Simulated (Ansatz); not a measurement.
# Cl on Ti(0001): change of the work function

Aim: the work function of Ti(0001) at several coverages of Cl (hcp site), and the dipole that each adsorbate carries.

Main program and level: Ansatz 0.2.0; plane-wave DFT, PBE-D3(BJ), Ansatz PAW, in the first sound run; inputs show where later runs differ.

Report form: the programs' logs are mostly left out.

## (1) The structure

The cell holds 4 atoms: 4 Ti. Its edges and angles: a = 2.950 Å, b = 2.950 Å, c = 25.027 Å, α = 90.0°, β = 90.0°, γ = 60.0°. Vacuum lies along c.

## (2) The clean slab

The bare slab comes first, as the zero from which every change is counted. The two lowest layers are held at bulk places and the upper ones relax. The dipole correction removes the false field that a one-sided slab makes across the periodic vacuum, so each face gets a flat vacuum level of its own.

input.yaml

```yaml
crystal:
  lattice:
    - [2.95, 0.0, 0.0]
    - [1.475, 2.5547749412, 0.0]
    - [0.0, 0.0, 25.0269]
  atoms:
    - { symbol: Ti, position: [0.6666666667, 0.6666666667, 0.3596130564] }
    - { symbol: Ti, position: [0.0, 0.0, 0.4532043521] }
    - { symbol: Ti, position: [0.6666666667, 0.6666666667, 0.5467956479] }
    - { symbol: Ti, position: [0.0, 0.0, 0.6403869436] }
kpoints:
  mp_grid: { grid: [12, 12, 1] }
hamiltonian:
  xc: pbe
  dispersion: d3bj
scf:
  occupations: { method: fermi_dirac, width: 0.1 }
  convergence: { dr2_threshold: 1.0e-08 }
efield:
  axis: 3
  dipole_correction: true
  ramp_position: 0.97
  ramp_width: 0.06
relax:
  f_tol: 0.02
  max_steps: 60
  constraints: [{ sites: [0, 1] }]
output:
  write_potential: true
  write_density: true
  volumetric_format: npy
```

Launch:

```bash
$ ansatz run input.yaml --threads 4 --pin off --max-ram 12288MiB --backend cpu --events-out ev --progress --plain --runs-dir out
```

Elapsed: 12 s, on 4 threads of Arm Neoverse V1, shared host; peak memory 0.51 GiB; 47 s of CPU time.

The steps of the relaxation:

```tsv
step	energy less that of the first step (eV)	largest force component (eV/Å)
1	0.0000	0.6814
2	-0.0744	0.2495
3	-0.0772	0.1135
4	-0.0789	0.0096
```

The run keeps the 6 symmetry operations that it works with, so distortions that break them were not tested.

The atoms that moved most (Å):

```tsv
atom	dx	dy	dz	length
Ti4	0.000	0.000	-0.213	0.213
Ti3	0.000	0.000	-0.014	0.014
```

Final coordinates:

```cif
data_structure
_symmetry_space_group_name_H-M 'P 1'
_symmetry_Int_Tables_number 1
_cell_length_a 2.9500
_cell_length_b 2.9500
_cell_length_c 25.0269
_cell_angle_alpha 90.000
_cell_angle_beta 90.000
_cell_angle_gamma 60.000
_cell_volume 188.62
loop_
_atom_site_label
_atom_site_type_symbol
_atom_site_fract_x
_atom_site_fract_y
_atom_site_fract_z
_atom_site_occupancy
Ti1 Ti 0.66667 0.66667 0.35961 1
Ti2 Ti 0.00000 0.00000 0.45320 1
Ti3 Ti 0.66667 0.66667 0.54626 1
Ti4 Ti 0.00000 0.00000 0.63189 1
```

This step gave:

| Property | Result |
| --- | --- |
| energy at zero smearing | -9998.5320 eV |
| work function, upper face | 4.371 eV |
| work function, lower face | 4.426 eV |
| dipole along the normal | 0.002296 e·Å |
| step between the vacuum levels | -0.05512 eV |

Running mean over 2.342 Å of the planar mean; the ramp of the sawtooth is left out. Electron's electrostatic potential energy less the Fermi level against z:

z (Å), electron's electrostatic potential energy less the Fermi level (eV) and a bar from the least value:
```
        4       4.42 ##############################
        5       4.41 ##############################
        6       4.24 ##############################
        7       2.89 ##########################
        8      -3.12 ###########
        9      -6.74 ###
       10      -6.60 ###
       11      -6.58 ###
       12      -6.72 ###
       13      -6.71 ###
       14      -7.12 ##
       15      -7.79 
       16      -6.68 ###
       17      -1.84 ###############
       18       3.33 ###########################
       19       4.25 ##############################
       20       4.36 ##############################
       21       4.37 ##############################
```

The relaxation took 4 steps and lowered the energy by 0.079 eV; the largest force on the free atoms ends at 0.0096 eV/Å.

The work function of the upper face is 4.37 eV.

## (3) Adsorbate added, k-mesh 4×4×1, coverage 0.111 ML

System of this step: Cl/Ti(0001). The cell holds 37 atoms: 36 Ti and 1 Cl. Its edges and angles: a = 8.850 Å, b = 8.850 Å, c = 26.975 Å, α = 90.0°, β = 90.0°, γ = 60.0°. Vacuum lies along c.

The clean slab as it ended is repeated in the plane and the adsorbate is set on one face; the cell's size fixes the coverage, and the k-mesh shrinks with it to keep the sampling density about even. Adsorbate and upper layers relax, since the dipole depends on the height.

input.yaml

```yaml
crystal:
  lattice:
    - [8.8500000001, 0.0, 0.0]
    - [4.425, 7.6643248235, 0.0]
    - [0.0, 0.0, 26.9745333409]
  atoms:
    - { symbol: Ti, position: [0.2222222222, 0.2222222222, 0.3336480334] }
    - { symbol: Ti, position: [0.0, 0.0, 0.4204817876] }
    - { symbol: Ti, position: [0.2222222222, 0.2222222222, 0.506814835] }
    - { symbol: Ti, position: [0.0, 0.0, 0.5862629869] }
    - { symbol: Ti, position: [0.2222222222, 0.5555555556, 0.3336480334] }
    - { symbol: Ti, position: [0.0, 0.3333333333, 0.4204817876] }
    - { symbol: Ti, position: [0.2222222222, 0.5555555556, 0.506814835] }
    - { symbol: Ti, position: [0.0, 0.3333333333, 0.5862629869] }
[... 25 atom lines left out ...]
    - { symbol: Ti, position: [0.6666666667, 0.6666666667, 0.4204817876] }
    - { symbol: Ti, position: [0.8888888889, 0.8888888889, 0.506814835] }
    - { symbol: Ti, position: [0.6666666667, 0.6666666667, 0.5862629869] }
    - { symbol: Cl, position: [0.2222222222, 0.2222222222, 0.6663519666] }
kpoints:
  mp_grid: { grid: [4, 4, 1] }
hamiltonian:
  xc: pbe
  dispersion: d3bj
scf:
  occupations: { method: fermi_dirac, width: 0.1 }
  convergence: { dr2_threshold: 1.0e-08 }
efield:
  axis: 3
  dipole_correction: true
  ramp_position: 0.97
  ramp_width: 0.06
relax:
  f_tol: 0.02
  max_steps: 60
  constraints:
    - { sites: [0, 1, 4, 5, 8, 9, 12, 13, 16, 17, 20, 21, 24, 25, 28, 29, 32, 33] }
output:
  bader: true
  write_potential: true
  write_density: true
  volumetric_format: npy
```

The job ended after 12 min (4 threads; peak memory 7.9 GiB).

This run has no spin polarisation although its electron count is odd.

Step by step:

```tsv
step	energy less that of the first step (eV)	largest force component (eV/Å)
1	0.0000	1.5372
2	-0.3290	0.5039
3	-0.3567	0.2036
4	-0.3605	0.0220
5	-0.3607	0.0072
```

Forces are held to the 6 operations that the run works with; a distortion that breaks them can't arise in this run.

The atoms that moved most (Å):

```tsv
atom	dx	dy	dz	length
Cl37	0.000	0.000	-0.275	0.275
Ti16	0.000	-0.034	0.077	0.084
Ti8	-0.030	0.017	0.077	0.084
Ti20	0.030	0.017	0.077	0.084
Ti35	0.000	0.000	-0.073	0.073
Ti28	0.030	-0.017	-0.063	0.072
Ti4	-0.030	-0.017	-0.063	0.072
Ti12	0.000	0.035	-0.063	0.072
```

The relaxed structure:

```xyz
37
Lattice="8.8500 0.0000 0.0000 4.4250 7.6643 0.0000 0.0000 0.0000 26.9745" Properties=species:S:1:pos:R:3
Ti    2.9500    1.7032    9.0000
Ti    0.0000    0.0000   11.3423
Ti    2.9500    1.7032   13.7397
Ti   -0.0302   -0.0174   15.7516
Ti    4.4250    4.2580    9.0000
Ti    1.4750    2.5548   11.3423
Ti    4.4369    4.2527   13.6698
Ti    1.4454    2.5719   15.8912
Ti    5.9000    6.8127    9.0000
Ti    2.9500    5.1095   11.3423
Ti    5.9105    6.8051   13.6698
Ti    2.9500    5.1444   15.7516
Ti    5.9000    1.7032    9.0000
Ti    2.9500    0.0000   11.3423
Ti    5.9014    1.7161   13.6698
Ti    2.9500   -0.0342   15.8912
Ti    7.3750    4.2580    9.0000
Ti    4.4250    2.5548   11.3423
Ti    7.3750    4.2580   13.6667
Ti    4.4546    2.5719   15.8912
Ti    8.8500    6.8127    9.0000
Ti    5.9000    5.1095   11.3423
Ti    8.8395    6.8051   13.6698
Ti    5.9221    5.0968   15.8304
Ti    8.8500    1.7032    9.0000
Ti    5.9000    0.0000   11.3423
Ti    8.8486    1.7161   13.6698
Ti    5.9302   -0.0174   15.7516
Ti   10.3250    4.2580    9.0000
Ti    7.3750    2.5548   11.3423
Ti   10.3131    4.2527   13.6698
Ti    7.3750    2.5803   15.8304
Ti   11.8000    6.8127    9.0000
Ti    8.8500    5.1095   11.3423
Ti   11.8000    6.8127   13.5983
Ti    8.8279    5.0968   15.8304
Cl    2.9500    1.7032   17.6992
```

This step gave:

```yaml
energy_at_zero_smearing: -91069.9719 eV
work_function_upper_face: 4.259 eV
work_function_lower_face: 4.425 eV
dipole_along_the_normal: 0.06200 e·Å
step_between_the_vacuum_levels: -0.1654 eV
```

Running mean over 2.342 Å of the planar mean; the ramp of the sawtooth is left out. The electron's electrostatic potential energy less the Fermi level by z:

z (Å), electron's electrostatic potential energy less the Fermi level (eV) and a bar from the least value:
```
      3.5       4.42 ##############################
      4.0       4.42 ##############################
      4.5       4.42 ##############################
      5.0       4.41 ##############################
      5.5       4.36 ##############################
      6.0       4.24 ##############################
      6.5       3.89 #############################
      7.0       2.90 ##########################
      7.5       0.39 ####################
      8.0      -3.13 ###########
      8.5      -5.86 #####
      9.0      -6.74 ##
      9.5      -6.71 ##
     10.0      -6.60 ###
     10.5      -6.56 ###
     11.0      -6.58 ###
     11.5      -6.65 ###
     12.0      -6.74 ##
     12.5      -6.77 ##
     13.0      -6.72 ##
     13.5      -6.71 ##
     14.0      -7.09 ##
     14.5      -7.67 
     15.0      -7.72 
     15.5      -7.27 #
     16.0      -6.81 ##
     16.5      -5.55 #####
     17.0      -2.71 ############
     17.5       0.46 ####################
     18.0       2.35 #########################
     18.5       3.19 ###########################
     19.0       3.77 ############################
     19.5       4.13 #############################
     20.0       4.23 ##############################
     20.5       4.25 ##############################
     21.0       4.26 ##############################
     21.5       4.26 ##############################
     22.0       4.26 ##############################
     22.5       4.26 ##############################
     23.0       4.26 ##############################
     23.5       4.26 ##############################
```

The relaxation took 5 steps and lowered the energy by 0.36 eV; the largest force on the free atoms ends at 0.0072 eV/Å.

The covered face has 4.26 eV, -0.11 eV against the clean one; the bare back face has moved by -0.00 eV, a measure of how thin the slab is.

## (4) Adsorbate added, k-mesh 6×6×1, coverage 0.25 ML

System of this step: Cl/Ti(0001). The cell holds 17 atoms: 16 Ti and 1 Cl. Its edges and angles: a = 5.900 Å, b = 5.900 Å, c = 26.975 Å, α = 90.0°, β = 90.0°, γ = 60.0°. Vacuum lies along c.

Another coverage, to see how the dipoles act on each other as their distance changes.

input.yaml

```yaml
crystal:
  lattice:
    - [5.9, 0.0, 0.0]
    - [2.95, 5.1095498824, 0.0]
    - [0.0, 0.0, 26.9745333409]
  atoms:
    - { symbol: Ti, position: [0.3333333333, 0.3333333333, 0.3336480334] }
    - { symbol: Ti, position: [0.0, 0.0, 0.4204817876] }
    - { symbol: Ti, position: [0.3333333333, 0.3333333333, 0.506814835] }
    - { symbol: Ti, position: [0.0, 0.0, 0.5862629869] }
    - { symbol: Ti, position: [0.3333333333, 0.8333333333, 0.3336480334] }
    - { symbol: Ti, position: [0.0, 0.5, 0.4204817876] }
    - { symbol: Ti, position: [0.3333333333, 0.8333333333, 0.506814835] }
    - { symbol: Ti, position: [0.0, 0.5, 0.5862629869] }
    - { symbol: Ti, position: [0.8333333333, 0.3333333333, 0.3336480334] }
    - { symbol: Ti, position: [0.5, 0.0, 0.4204817876] }
    - { symbol: Ti, position: [0.8333333333, 0.3333333333, 0.506814835] }
    - { symbol: Ti, position: [0.5, 0.0, 0.5862629869] }
    - { symbol: Ti, position: [0.8333333333, 0.8333333333, 0.3336480334] }
    - { symbol: Ti, position: [0.5, 0.5, 0.4204817876] }
    - { symbol: Ti, position: [0.8333333333, 0.8333333333, 0.506814835] }
    - { symbol: Ti, position: [0.5, 0.5, 0.5862629869] }
    - { symbol: Cl, position: [0.3333333333, 0.3333333333, 0.6663519666] }
kpoints:
  mp_grid: { grid: [6, 6, 1] }
hamiltonian:
  xc: pbe
  dispersion: d3bj
scf:
  occupations: { method: fermi_dirac, width: 0.1 }
  convergence: { dr2_threshold: 1.0e-08 }
efield:
  axis: 3
  dipole_correction: true
  ramp_position: 0.97
  ramp_width: 0.06
relax:
  f_tol: 0.02
  max_steps: 60
  constraints: [{ sites: [0, 1, 4, 5, 8, 9, 12, 13] }]
output:
  bader: true
  dos: { projected: true, e_range: [-8, 4] }
  write_potential: true
  write_density: true
  volumetric_format: npy
  elf: true
```

Elapsed: 2.5 min, on 4 threads; peak memory 2.4 GiB.

The steps of the relaxation:

```tsv
step	energy less that of the first step (eV)	largest force component (eV/Å)
1	0.0000	1.5697
2	-0.3577	0.6068
3	-0.4067	0.3485
4	-0.4176	0.0341
5	-0.4179	0.0131
```

Forces are held to the 6 operations that the run works with; a distortion that breaks them can't arise in this run.

The atoms that moved most (Å):

```tsv
atom	dx	dy	dz	length
Cl17	0.000	0.000	-0.274	0.274
Ti4	0.000	0.000	-0.178	0.178
Ti8	-0.045	0.026	0.094	0.107
Ti12	0.000	-0.052	0.094	0.107
Ti16	0.045	0.026	0.094	0.107
Ti3	0.000	0.000	0.088	0.088
Ti15	-0.032	-0.019	-0.037	0.053
Ti11	0.000	0.037	-0.037	0.053
```

The relaxed structure:

```xyz
17
Lattice="5.9000 0.0000 0.0000 2.9500 5.1095 0.0000 0.0000 0.0000 26.9745" Properties=species:S:1:pos:R:3
Ti    2.9500    1.7032    9.0000
Ti    0.0000    0.0000   11.3423
Ti    2.9500    1.7032   13.7588
Ti    0.0000    0.0000   15.6364
Ti    4.4250    4.2580    9.0000
Ti    1.4750    2.5548   11.3423
Ti    4.4572    4.2394   13.6339
Ti    1.4298    2.5809   15.9081
Ti    5.9000    1.7032    9.0000
Ti    2.9500    0.0000   11.3423
Ti    5.9000    1.7404   13.6339
Ti    2.9500   -0.0522   15.9081
Ti    7.3750    4.2580    9.0000
Ti    4.4250    2.5548   11.3423
Ti    7.3428    4.2394   13.6339
Ti    4.4702    2.5809   15.9081
Cl    2.9500    1.7032   17.7007
```

This step gave:

| Quantity | Value |
| --- | --- |
| energy at zero smearing | -41077.3693 eV |
| work function, upper face | 4.153 eV |
| work function, lower face | 4.423 eV |
| dipole along the normal | 0.04511 e·Å |
| step between the vacuum levels | -0.2708 eV |

The density of states has structure finer than the step of the table below, so its rows give means over 0.25 eV, whole bins alone (the curve runs from -8 to 0.78 eV). Peaks (eV: height): -1.230: 51.5, -0.780: 47.2, -0.690: 56.3, 0.150: 45.7, 0.210: 43.3, 0.300: 42.4, 0.450: 49.6.

The density of states by energy, zero at the Fermi level; means over each step:

```tsv
energy (eV)	density of states (states/eV a cell)
-6.25	0
-6.00	2.54
-5.75	4.65
-5.50	13.0
-5.25	1.27
-5.00	1.32
-4.75	1.29
-4.50	2.52
-4.25	2.45
-4.00	2.89
-3.75	3.81
-3.50	2.91
-3.25	4.26
-3.00	5.09
-2.75	9.95
-2.50	6.96
-2.25	15.8
-2.00	17.4
-1.75	21.0
-1.50	16.8
-1.25	21.8
-1.00	19.1
-0.75	37.7
-0.50	12.6
-0.25	23.8
0.00	32.7
0.25	35.5
0.50	31.8
```

Projected DOS per atom over height of the atomic layer and energy from the Fermi level. Layers: Ti4 Ti4 Ti4 Ti4 Cl from below.

Ten even steps from '0' (0.0 states/eV) to '9' (8.5 states/eV), each cell a mean:
```
22120
31120
21120
12110
11110
11110
11110
01100
00000
00000
00000
00000
00000
00000
00000
00009
00004
00000
00000
00000
00000
00000
```
Columns: height of the atomic layer (Å) from 9 to 17.7 (not evenly spaced); rows upwards: energy from the Fermi level (eV) from -7.96 to 0.745.

ELF in the ca plane at fractional y = 0.333, with atoms of Ti and Cl within 0.2 Å of it. It is the smooth field of the valence electrons, not physical close to the nuclei.

Ten even steps from '0' (0.00) to '9' (0.88), each cell a mean:
```
55213322232145422432222110000000000000000000
45524766652464552566555421000000000000000000
13624887762551462687776531000000000000000000
56524655552365642565444321000000000000000000
44223321232134312322111100000000000000000000
12233112113311234212210011000000000000000000
23452123114532344212211244421000000000000000
11233112113311123211103788863100000000000000
55223322233135521332127999986310000000000000
45524766652264562464258868997410000000000000
13624887762362263475359736998420000000000000
56524655553265552454248978997410000000000000
44223321233124422331126999985310000000000000
12233112113321123212102688753100000000000000
23452123114532355212210233321000000000000000
11233112123211124212210000000000000000000000
```
Columns run along c (16.0 Å, from fractional 0.33 to 0.92 of the cell), rows up along a (5.9 Å). Atoms in or near the plane, at fractional coordinates: Ti at (0.33, 0.33), Ti at (0.51, 0.33), Ti at (0.33, 0.83), Ti at (0.51, 0.83), Cl at (0.66, 0.33).

Valence density in the ca plane at fractional y = 0.333, with atoms of Ti and Cl within 0.2 Å of it. It is the smooth field of the valence electrons, not physical close to the nuclei.

Values in units of 1e0 e/Å³, 9 rows by 16 columns, each cell a mean:
```
3.4 0.3 0.2 0.2 2.4 1.9 0.2 0.2 0.1 0.0 0.0 0.0 0.0 0.0 0.0 0.0
7.2 0.4 0.2 0.2 5.2 4.2 0.2 0.2 0.1 0.0 0.0 0.0 0.0 0.0 0.0 0.0
1.6 0.2 0.3 0.2 1.2 1.0 0.2 0.2 0.1 0.0 0.0 0.0 0.0 0.0 0.0 0.0
0.2 0.2 0.5 0.2 0.2 0.2 0.3 0.4 0.1 0.1 0.0 0.0 0.0 0.0 0.0 0.0
0.9 0.2 0.3 0.2 0.5 0.7 0.2 0.3 0.6 0.6 0.0 0.0 0.0 0.0 0.0 0.0
6.5 0.4 0.2 0.2 3.7 4.9 0.2 0.2 1.2 1.2 0.1 0.0 0.0 0.0 0.0 0.0
4.7 0.3 0.2 0.2 2.6 3.5 0.2 0.2 1.2 1.1 0.1 0.0 0.0 0.0 0.0 0.0
0.4 0.2 0.4 0.2 0.3 0.3 0.2 0.3 0.4 0.3 0.0 0.0 0.0 0.0 0.0 0.0
0.2 0.2 0.4 0.2 0.2 0.2 0.3 0.4 0.1 0.0 0.0 0.0 0.0 0.0 0.0 0.0
```
Columns run along c (16.0 Å, from fractional 0.33 to 0.92 of the cell), rows up along a (5.9 Å). Atoms in or near the plane, at fractional coordinates: Ti at (0.33, 0.33), Ti at (0.51, 0.33), Ti at (0.33, 0.83), Ti at (0.51, 0.83), Cl at (0.66, 0.33).

Electrostatic potential energy in the ca plane at fractional y = 0.333, with atoms of Ti and Cl within 0.2 Å of it. With pseudopotentials it is smooth inside the atoms' cores, unlike the true potential.

Values in eV, 9 rows by 16 columns, each cell a mean:
```
-27  -1   1   1 -22 -18   1   0   4   6   6   6   6   6   6   6
-35  -4   4   1 -30 -27   2   3   5   6   6   6   6   6   6   6
-19   0  -2   0 -14 -12   0  -2   4   6   6   6   6   6   6   6
  1   2 -12  -2   2   2  -3 -10   2   5   6   6   6   6   6   6
-13   1  -4   1  -7  -9   0  -3  -6  -5   6   6   6   6   6   6
-34  -4   3   2 -25 -29   1   2 -26 -27   5   6   6   6   6   6
-31  -2   2   2 -21 -26   1   1 -22 -22   5   6   6   6   6   6
 -5   1  -8   0  -2  -3  -1  -6  -1   1   6   6   6   6   6   6
 -1   2 -10  -1   0   0  -2  -9   3   6   6   6   6   6   6   6
```
Columns run along c (16.0 Å, from fractional 0.33 to 0.92 of the cell; values clipped at the 3rd and 97th percentile), rows up along a (5.9 Å). Atoms in or near the plane, at fractional coordinates: Ti at (0.33, 0.33), Ti at (0.51, 0.33), Ti at (0.33, 0.83), Ti at (0.51, 0.83), Cl at (0.66, 0.33).

The relaxation took 5 steps and lowered the energy by 0.42 eV; the largest force on the free atoms ends at 0.013 eV/Å.

By hand: a sheet of dipoles makes a step −p/(ε₀A) in the electron's potential. With e/ε₀ = 180.95 V·Å, p = 0.04511 e·Å and A = 30.15 Å², that is −180.95 × (0.04511) / 30.15 = -0.271 eV, and the two vacuum levels of the run differ by -0.271 eV.

The covered face has 4.15 eV, -0.22 eV against the clean one; the bare back face has moved by -0.00 eV, a measure of how thin the slab is.

(Continued in part 2 of 2.)

[Logs are printed without paths, hosts, clocks, repeated set-up lines and the standing remarks that a program may print on its own settings, such as how far it seeks lower states.]

[Hosts, paths, dates, database ids (printed as entryN), source tags and the programs' standing remarks are cut or masked in the printed files.]

[Maps of the electrostatic potential energy from Ansatz leave out the sawtooth potential of an applied field or a dipole correction, so their vacuum need not be flat; planar profiles and work functions include it.]

[The density of states shown here was stored with 400 of the rows of the run's finer table, so its peaks can read low, often by over a quarter, or be missed, and its means over a window can be off by a tenth or more.]
